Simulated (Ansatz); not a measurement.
## Work function of Rh(110): what the settings cost and change

Aim: the work function of Rh(110) against thickness and vacuum, with the cost.

Program: Ansatz 0.2.0. Level of theory: plane-wave DFT, PBE, Ansatz PAW. Results are calculated unless marked as measured.

Experimental background.

“Anisotropic work function of elemental crystals” (2019, arxiv:1902.07811) quotes from earlier work for Rh (clean (110) face, a compiled value): work function (clean (110) face, a compiled value) 4.86 eV.

Report form: the programs' logs are mostly left out.

## Step 1: Set-up

The cell holds 1 atom: 1 Rh. Its edges and angles: a = 3.800 Å, b = 2.687 Å, c = 18.000 Å, α = 90.0°, β = 90.0°, γ = 90.0°. Vacuum lies along c.

## Step 2: Slab, setting 1 layer

A work function rests on the faint tail of the density, so the SCF threshold is tight. The slab grows from one layer, at fixed mesh and 18 Å of vacuum; then the vacuum is varied on one slab.

input.yaml reads:

```yaml
crystal:
  lattice:
    - [3.8, 0.0, 0.0]
    - [0.0, 2.6870057685, 0.0]
    - [0.0, 0.0, 18.0]
  atoms:
    - { symbol: Rh, position: [0.5, 0.5, 0.5] }
kpoints:
  mp_grid: { grid: [11, 15, 1] }
hamiltonian:
  xc: pbe
scf:
  occupations: { method: fermi_dirac, width: 0.1 }
  convergence: { dr2_threshold: 1.0e-09 }
efield:
  axis: 3
  dipole_correction: true
  ramp_position: 0.97
  ramp_width: 0.06
output:
  write_potential: true
  write_density: true
  volumetric_format: npy
  elf: true
```

Launch:

```
$ ansatz run input.yaml --threads 2 --pin off --max-ram 3072MiB --backend cpu --events-out ev --progress --plain --runs-dir out
```

Wall time 16 s (2 threads of Arm Neoverse N1, shared host); peak memory 0.47 GiB; 32 s of CPU time.

Numbers from this step:

| Property | Result |
| --- | --- |
| energy at zero smearing | -6399.3010 eV |
| work function, upper face | 5.309 eV |

Running mean over 1.344 Å of the planar mean; the ramp of the sawtooth is left out. Electron's electrostatic potential energy less the Fermi level against z:

z (Å), electron's electrostatic potential energy less the Fermi level (eV) and a bar from the least value:
```
      3.0       5.31 ##############################
      3.5       5.31 ##############################
      4.0       5.31 ##############################
      4.5       5.31 ##############################
      5.0       5.31 ##############################
      5.5       5.30 ##############################
      6.0       5.28 ##############################
      6.5       5.22 ##############################
      7.0       4.98 #############################
      7.5       4.07 ###########################
      8.0       0.34 ####################
      8.5      -6.07 #######
      9.0      -9.55 
      9.5      -6.07 #######
     10.0       0.34 ####################
     10.5       4.07 ###########################
     11.0       4.98 #############################
     11.5       5.22 ##############################
     12.0       5.28 ##############################
     12.5       5.30 ##############################
     13.0       5.31 ##############################
     13.5       5.31 ##############################
     14.0       5.31 ##############################
     14.5       5.31 ##############################
     15.0       5.31 ##############################
```

Electrostatic potential energy in the ca plane at fractional y = 0.500, with atoms of Rh within 0.2 Å of it. With pseudopotentials it is smooth inside the atoms' cores, unlike the true potential.

Ten even steps from '0' (-33 eV) to '9' (2 eV), each cell a mean:
```
99999999999999999999999999999999999999999999
99999999999999999999877899999999999999999999
99999999999999999998611379999999999999999999
99999999999999999997100058999999999999999999
99999999999999999997000038999999999999999999
99999999999999999998300069999999999999999999
99999999999999999999754689999999999999999999
99999999999999999999988999999999999999999999
99999999999999999999999999999999999999999999
```
Columns run along c (18.0 Å; values clipped at the 3rd and 97th percentile), rows up along a (3.8 Å). Atoms in or near the plane, at fractional coordinates: Rh at (0.50, 0.50).

Valence density in the ca plane at fractional y = 0.500, with atoms of Rh within 0.2 Å of it. It is the smooth field of the valence electrons, not physical close to the nuclei.

Ten steps, logarithmic in the rise over the least value, from '0' (0 e/Å³) to '9' (13 e/Å³), each cell a mean:
```
00000000000000000000001000000000000000000000
00000000000000000000122210000000000000000000
00000000000000000001366520000000000000000000
00000000000000000002689741000000000000000000
00000000000000000002699841000000000000000000
00000000000000000002578631000000000000000000
00000000000000000001244310000000000000000000
00000000000000000000111100000000000000000000
00000000000000000000000000000000000000000000
```
Columns run along c (18.0 Å), rows up along a (3.8 Å). Atoms in or near the plane, at fractional coordinates: Rh at (0.50, 0.50).

ELF in the ca plane at fractional y = 0.500, with atoms of Rh within 0.2 Å of it. It is the smooth field of the valence electrons, not physical close to the nuclei.

Ten even steps from '0' (0.00) to '9' (0.77), each cell a mean:
```
00000000000000000001111110000000000000000000
00000000000000000011222211000000000000000000
00000000000000000012466531100000000000000000
00000000000000000113699842100000000000000000
00000000000000000113799852100000000000000000
00000000000000000112588732100000000000000000
00000000000000000012344321100000000000000000
00000000000000000001122211000000000000000000
00000000000000000001111110000000000000000000
```
Columns run along c (18.0 Å), rows up along a (3.8 Å). Atoms in or near the plane, at fractional coordinates: Rh at (0.50, 0.50).

The work function is 5.309 eV.

## Step 3: Run, 2 atoms

System of this step: Rh(110). The cell holds 2 atoms: 2 Rh. Its edges and angles: a = 3.800 Å, b = 2.687 Å, c = 19.344 Å, α = 90.0°, β = 90.0°, γ = 90.0°. Vacuum lies along c.

input.yaml, the sections that differ from step 2:

```yaml
crystal:
  lattice:
    - [3.8, 0.0, 0.0]
    - [0.0, 2.6870057685, 0.0]
    - [0.0, 0.0, 19.3435028843]
  atoms:
    - { symbol: Rh, position: [0.5, 0.5, 0.4652725028] }
    - { symbol: Rh, position: [0.0, 0.0, 0.5347274972] }
output:
  write_potential: true
  write_density: true
  volumetric_format: npy
# kpoints, hamiltonian, scf, efield: as in step 2
```

Wall time 27 s (2 threads); peak memory 0.48 GiB.

The work function is 4.796 eV, -0.512 eV from the run “1 layer”, at 1.6 times its CPU time.

## Step 4: Slab, 3 atoms

System of this step: Rh(110). The cell holds 3 atoms: 3 Rh. Cell: a = 3.800 Å, b = 2.687 Å, c = 20.687 Å, α = 90.0°, β = 90.0°, γ = 90.0°. Vacuum lies along c.

input.yaml, the sections that differ from step 3:

```yaml
crystal:
  lattice:
    - [3.8, 0.0, 0.0]
    - [0.0, 2.6870057685, 0.0]
    - [0.0, 0.0, 20.6870057685]
  atoms:
    - { symbol: Rh, position: [0.0, 0.0, 0.4350557109] }
    - { symbol: Rh, position: [0.5, 0.5, 0.5] }
    - { symbol: Rh, position: [0.0, 0.0, 0.5649442891] }
# kpoints, hamiltonian, scf, efield, output: as in step 3
```

Wall time 44 s (2 threads); peak memory 0.58 GiB; 87 s of CPU time.

The work function is 4.608 eV, -0.188 eV from the run “2 layers”, at 1.7 times its CPU time.

## Step 5: Slab, 4 atoms

System of this step: Rh(110). The cell holds 4 atoms: 4 Rh. Its edges and angles: a = 3.800 Å, b = 2.687 Å, c = 22.031 Å, α = 90.0°, β = 90.0°, γ = 90.0°. Vacuum lies along c.

input.yaml, the sections that differ from step 4:

```yaml
crystal:
  lattice:
    - [3.8, 0.0, 0.0]
    - [0.0, 2.6870057685, 0.0]
    - [0.0, 0.0, 22.0305086528]
  atoms:
    - { symbol: Rh, position: [0.5, 0.5, 0.4085243851] }
    - { symbol: Rh, position: [0.0, 0.0, 0.4695081284] }
    - { symbol: Rh, position: [0.5, 0.5, 0.5304918716] }
    - { symbol: Rh, position: [0.0, 0.0, 0.5914756149] }
# kpoints, hamiltonian, scf, efield, output: as in step 4
```

It took 56 s on 2 threads; peak memory 0.69 GiB; 1.8 min of CPU time.

The work function is 4.671 eV, +0.062 eV from the run “3 layers”, at 1.3 times its CPU time.

## Step 6: Run, 5 atoms

System of this step: Rh(110). The cell holds 5 atoms: 5 Rh. Its edges and angles: a = 3.800 Å, b = 2.687 Å, c = 23.374 Å, α = 90.0°, β = 90.0°, γ = 90.0°. Vacuum lies along c.

input.yaml, the sections that differ from step 5:

```yaml
crystal:
  lattice:
    - [3.8, 0.0, 0.0]
    - [0.0, 2.6870057685, 0.0]
    - [0.0, 0.0, 23.374011537]
  atoms:
    - { symbol: Rh, position: [0.0, 0.0, 0.3850430204] }
    - { symbol: Rh, position: [0.5, 0.5, 0.4425215102] }
    - { symbol: Rh, position: [0.0, 0.0, 0.5] }
    - { symbol: Rh, position: [0.5, 0.5, 0.5574784898] }
    - { symbol: Rh, position: [0.0, 0.0, 0.6149569796] }
# kpoints, hamiltonian, scf, efield, output: as in step 5
```

It took 74 s on 2 threads; peak memory 0.81 GiB.

The work function is 4.572 eV, -0.099 eV from the run “4 layers”, at 1.3 times its CPU time.

## Step 7: Run, 6 atoms

System of this step: Rh(110). The cell holds 6 atoms: 6 Rh. Its edges and angles: a = 3.800 Å, b = 2.687 Å, c = 24.718 Å, α = 90.0°, β = 90.0°, γ = 90.0°. Vacuum lies along c.

input.yaml, the sections that differ from step 6:

```yaml
crystal:
  lattice:
    - [3.8, 0.0, 0.0]
    - [0.0, 2.6870057685, 0.0]
    - [0.0, 0.0, 24.7175144213]
  atoms:
    - { symbol: Rh, position: [0.5, 0.5, 0.3641142813] }
    - { symbol: Rh, position: [0.0, 0.0, 0.4184685688] }
    - { symbol: Rh, position: [0.5, 0.5, 0.4728228563] }
    - { symbol: Rh, position: [0.0, 0.0, 0.5271771437] }
    - { symbol: Rh, position: [0.5, 0.5, 0.5815314312] }
    - { symbol: Rh, position: [0.0, 0.0, 0.6358857187] }
# kpoints, hamiltonian, scf, efield, output: as in step 6
```

The job ended after 2.6 min (2 threads; peak memory 0.97 GiB; 3.4 min of CPU time).

The work function is 4.605 eV, +0.034 eV from the run “5 layers”, at 1.4 times its CPU time.

## Step 8: Slab, 8 atoms

System of this step: Rh(110). The cell holds 8 atoms: 8 Rh. Its edges and angles: a = 3.800 Å, b = 2.687 Å, c = 27.405 Å, α = 90.0°, β = 90.0°, γ = 90.0°. Vacuum lies along c.

input.yaml, the sections that differ from step 7:

```yaml
crystal:
  lattice:
    - [3.8, 0.0, 0.0]
    - [0.0, 2.6870057685, 0.0]
    - [0.0, 0.0, 27.4045201898]
  atoms:
    - { symbol: Rh, position: [0.5, 0.5, 0.3284129749] }
    - { symbol: Rh, position: [0.0, 0.0, 0.3774378392] }
    - { symbol: Rh, position: [0.5, 0.5, 0.4264627035] }
    - { symbol: Rh, position: [0.0, 0.0, 0.4754875678] }
    - { symbol: Rh, position: [0.5, 0.5, 0.5245124322] }
    - { symbol: Rh, position: [0.0, 0.0, 0.5735372965] }
    - { symbol: Rh, position: [0.5, 0.5, 0.6225621608] }
    - { symbol: Rh, position: [0.0, 0.0, 0.6715870251] }
# kpoints, hamiltonian, scf, efield, output: as in step 7
```

The job ended after 4.5 min (2 threads; peak memory 1.3 GiB; 5.3 min of CPU time).

The work function is 4.600 eV, -0.005 eV from the run “6 layers”, at 1.6 times its CPU time.

## Step 9: Run, 10 atoms

System of this step: Rh(110). The cell holds 10 atoms: 10 Rh. Its edges and angles: a = 3.800 Å, b = 2.687 Å, c = 30.092 Å, α = 90.0°, β = 90.0°, γ = 90.0°. Vacuum lies along c.

input.yaml, the sections that differ from step 8:

```yaml
crystal:
  lattice:
    - [3.8, 0.0, 0.0]
    - [0.0, 2.6870057685, 0.0]
    - [0.0, 0.0, 30.0915259583]
  atoms:
    - { symbol: Rh, position: [0.5, 0.5, 0.2990875243] }
    - { symbol: Rh, position: [0.0, 0.0, 0.3437347411] }
    - { symbol: Rh, position: [0.5, 0.5, 0.3883819579] }
    - { symbol: Rh, position: [0.0, 0.0, 0.4330291748] }
    - { symbol: Rh, position: [0.5, 0.5, 0.4776763916] }
    - { symbol: Rh, position: [0.0, 0.0, 0.5223236084] }
    - { symbol: Rh, position: [0.5, 0.5, 0.5669708252] }
    - { symbol: Rh, position: [0.0, 0.0, 0.6116180421] }
    - { symbol: Rh, position: [0.5, 0.5, 0.6562652589] }
    - { symbol: Rh, position: [0.0, 0.0, 0.7009124757] }
# kpoints, hamiltonian, scf, efield, output: as in step 8
```

Run time: 5.1 min. Hardware: 2 threads; peak memory 1.7 GiB.

The work function is 4.660 eV, +0.060 eV from the run “8 layers”, at 1.6 times its CPU time.

## Step 10: Slab, 13 atoms

System of this step: Rh(110). The cell holds 13 atoms: 13 Rh. Cell: a = 3.800 Å, b = 2.687 Å, c = 34.122 Å, α = 90.0°, β = 90.0°, γ = 90.0°. Vacuum lies along c.

input.yaml, the sections that differ from step 9:

```yaml
crystal:
  lattice:
    - [3.8, 0.0, 0.0]
    - [0.0, 2.6870057685, 0.0]
    - [0.0, 0.0, 34.1220346111]
  atoms:
    - { symbol: Rh, position: [0.0, 0.0, 0.2637591838] }
    - { symbol: Rh, position: [0.5, 0.5, 0.3031326532] }
    - { symbol: Rh, position: [0.0, 0.0, 0.3425061226] }
    - { symbol: Rh, position: [0.5, 0.5, 0.3818795919] }
    - { symbol: Rh, position: [0.0, 0.0, 0.4212530613] }
    - { symbol: Rh, position: [0.5, 0.5, 0.4606265306] }
    - { symbol: Rh, position: [0.0, 0.0, 0.5] }
    - { symbol: Rh, position: [0.5, 0.5, 0.5393734694] }
    - { symbol: Rh, position: [0.0, 0.0, 0.5787469387] }
    - { symbol: Rh, position: [0.5, 0.5, 0.6181204081] }
    - { symbol: Rh, position: [0.0, 0.0, 0.6574938774] }
    - { symbol: Rh, position: [0.5, 0.5, 0.6968673468] }
    - { symbol: Rh, position: [0.0, 0.0, 0.7362408162] }
# kpoints, hamiltonian, scf, efield, output: as in step 9
```

Elapsed: 7 min, on 2 threads; peak memory 2.3 GiB.

The work function is 4.644 eV, -0.016 eV from the run “10 layers”, at 1.6 times its CPU time.

## Step 11: Run, 7 atoms

System of this step: Rh(110). The cell holds 7 atoms: 7 Rh. Its edges and angles: a = 3.800 Å, b = 2.687 Å, c = 18.061 Å, α = 90.0°, β = 90.0°, γ = 90.0°. Vacuum lies along c.

input.yaml, the sections that differ from step 10:

```yaml
crystal:
  lattice:
    - [3.8, 0.0, 0.0]
    - [0.0, 2.6870057685, 0.0]
    - [0.0, 0.0, 18.0610173055]
  atoms:
    - { symbol: Rh, position: [0.0, 0.0, 0.2768393339] }
    - { symbol: Rh, position: [0.5, 0.5, 0.3512262226] }
    - { symbol: Rh, position: [0.0, 0.0, 0.4256131113] }
    - { symbol: Rh, position: [0.5, 0.5, 0.5] }
    - { symbol: Rh, position: [0.0, 0.0, 0.5743868887] }
    - { symbol: Rh, position: [0.5, 0.5, 0.6487737774] }
    - { symbol: Rh, position: [0.0, 0.0, 0.7231606661] }
# kpoints, hamiltonian, scf, efield, output: as in step 10
```

It took 96 s on 2 threads; peak memory 0.85 GiB; 3.1 min of CPU time.

The work function is 4.681 eV. The program marks this work function as in doubt.

## Step 12: Slab, 7 atoms

The cell differs from the one that the last finished run ended in (c 18.061 → 22.061 Å).

input.yaml, the sections that differ from step 11:

```yaml
crystal:
  lattice:
    - [3.8, 0.0, 0.0]
    - [0.0, 2.6870057685, 0.0]
    - [0.0, 0.0, 22.0610173055]
  atoms:
    - { symbol: Rh, position: [0.0, 0.0, 0.3173017773] }
    - { symbol: Rh, position: [0.5, 0.5, 0.3782011849] }
    - { symbol: Rh, position: [0.0, 0.0, 0.4391005924] }
    - { symbol: Rh, position: [0.5, 0.5, 0.5] }
    - { symbol: Rh, position: [0.0, 0.0, 0.5608994076] }
    - { symbol: Rh, position: [0.5, 0.5, 0.6217988151] }
    - { symbol: Rh, position: [0.0, 0.0, 0.6826982227] }
# kpoints, hamiltonian, scf, efield, output: as in step 11
```

Wall time 98 s (2 threads); peak memory 0.99 GiB; 3.2 min of CPU time.

The work function is 4.679 eV, -0.002 eV from the run “7 layers, 10 Å of vacuum”, at 1.0 times its CPU time.

## Step 13: Run, 7 atoms (run 2)

The cell differs from the one that the last finished run ended in (c 22.061 → 34.061 Å).

input.yaml, the sections that differ from step 12:

```yaml
crystal:
  lattice:
    - [3.8, 0.0, 0.0]
    - [0.0, 2.6870057685, 0.0]
    - [0.0, 0.0, 34.0610173055]
  atoms:
    - { symbol: Rh, position: [0.0, 0.0, 0.3816679896] }
    - { symbol: Rh, position: [0.5, 0.5, 0.4211119931] }
    - { symbol: Rh, position: [0.0, 0.0, 0.4605559965] }
    - { symbol: Rh, position: [0.5, 0.5, 0.5] }
    - { symbol: Rh, position: [0.0, 0.0, 0.5394440035] }
    - { symbol: Rh, position: [0.5, 0.5, 0.5788880069] }
    - { symbol: Rh, position: [0.0, 0.0, 0.6183320104] }
# kpoints, hamiltonian, scf, efield, output: as in step 12
```

Run time: 2.6 min. Hardware: 2 threads; peak memory 1.4 GiB; 5.1 min of CPU time.

The work function is 4.678 eV, -0.000 eV from the run “7 layers, 14 Å of vacuum”, at 1.6 times its CPU time.

## Step 14: Comparing the runs

Times are for 2 threads of Arm Neoverse N1, shared host. The series side by side:

```csv
no.,setting,"work function, upper face (eV)",time,memory (GiB)
1,1 layer,5.309,16 s,0.47
2,2 layers,4.796,27 s,0.48
3,3 layers,4.608,44 s,0.58
4,4 layers,4.671,56 s,0.69
5,5 layers,4.572,74 s,0.81
6,6 layers,4.605,2.6 min,0.97
7,8 layers,4.600,4.5 min,1.3
8,10 layers,4.660,5.1 min,1.7
9,13 layers,4.644,7 min,2.3
10,"7 layers, 10 Å of vacuum",4.681,96 s,0.85
11,"7 layers, 14 Å of vacuum",4.679,98 s,0.99
12,"7 layers, 26 Å of vacuum",4.678,2.6 min,1.4
```

## Step 15: The same run with other settings

This step: plane-wave DFT, PBE, Ansatz PAW, but for the change named below (Ansatz 0.2.0).

System of this step: Rh(110) monolayer. The cell holds 1 atom: 1 Rh. Cell: a = 3.800 Å, b = 2.687 Å, c = 18.000 Å, α = 90.0°, β = 90.0°, γ = 90.0°. Vacuum lies along c.

An input spoilt on purpose, to show how the run answers: it repeats the earlier run “1 layer” with hamiltonian.hubbard to sites: [species: Rh, l: d, u_eff: 20.0], and scf.max_iter set to 100; its output block differs too.

input.yaml, the sections that differ from step 13:

```yaml
crystal:
  lattice:
    - [3.8, 0.0, 0.0]
    - [0.0, 2.6870057685, 0.0]
    - [0.0, 0.0, 18.0]
  atoms:
    - { symbol: Rh, position: [0.5, 0.5, 0.5] }
hamiltonian:
  xc: pbe
  hubbard: { sites: [{ species: Rh, l: d, u_eff: 20.0 }] }
scf:
  occupations: { method: fermi_dirac, width: 0.1 }
  convergence: { dr2_threshold: 1.0e-09 }
  max_iter: 100
# kpoints, efield, output: as in step 13
```

It took 6.7 min on 2 threads; peak memory 0.6 GiB; 8.7 min of CPU time.

```csv
quantity,this run,earlier run,difference
"work function, upper face (eV)",4.350,5.309,-0.96
```

It moves by -0.958 eV.

The fault (an enormous or negative U) shows in the results, which are not taken further.

## Step 16: Results

- work function, 1 layer: 5.309 eV
- work function, 5 layers: 4.572 eV
- work function, 6 layers: 4.605 eV
- work function, 13 layers: 4.644 eV

What this shows: The thickest slab gives 4.64 eV, and the settings tried spread the value from 4.57 to 5.31 eV. At 18 Å of vacuum, the slabs from 6 layers on stay within 0.05 eV of the thickest. Beyond two layers the value swings up and down with thickness, as is usual where quantum-well states cross the Fermi level; the levels were not examined here. Going from 10 to 26 Å of vacuum moves it by 0.002 eV. The program marks the value as in doubt in “7 layers, 10 Å of vacuum”. The ladder's slabs use the tabulated experimental lattice constant (two decimals; a low-temperature value for the alkali metals). The main runs have no spin polarisation; a magnetic state could lie lower and would change these results. In 1 run of the series (7 layers, 10 Å of vacuum) the program warns that electrons reach the sawtooth's ramp, which makes dipole and work function less sure.

Computed beside measured:

```
                                               quantity  measured        13 layers
work function (clean (110) face, a compiled value) (eV)      4.86  4.64 (-0.22 eV)
```

Measured values from arxiv:1902.07811 (2019).

Verdict: The work function is off by -0.22 eV: fair agreement. The grades are ours: good and fair within 3 and 7 % for the work function. No cell relaxation is part of this session.

[Logs are printed without paths, hosts, clocks, repeated set-up lines and the standing remarks that a program may print on its own settings, such as how far it seeks lower states.]

[Hosts, paths, dates, database ids (printed as entryN), source tags and the programs' standing remarks are cut or masked in the printed files.]

[Maps of the electrostatic potential energy from Ansatz leave out the sawtooth potential of an applied field or a dipole correction, so their vacuum need not be flat; planar profiles and work functions include it.]
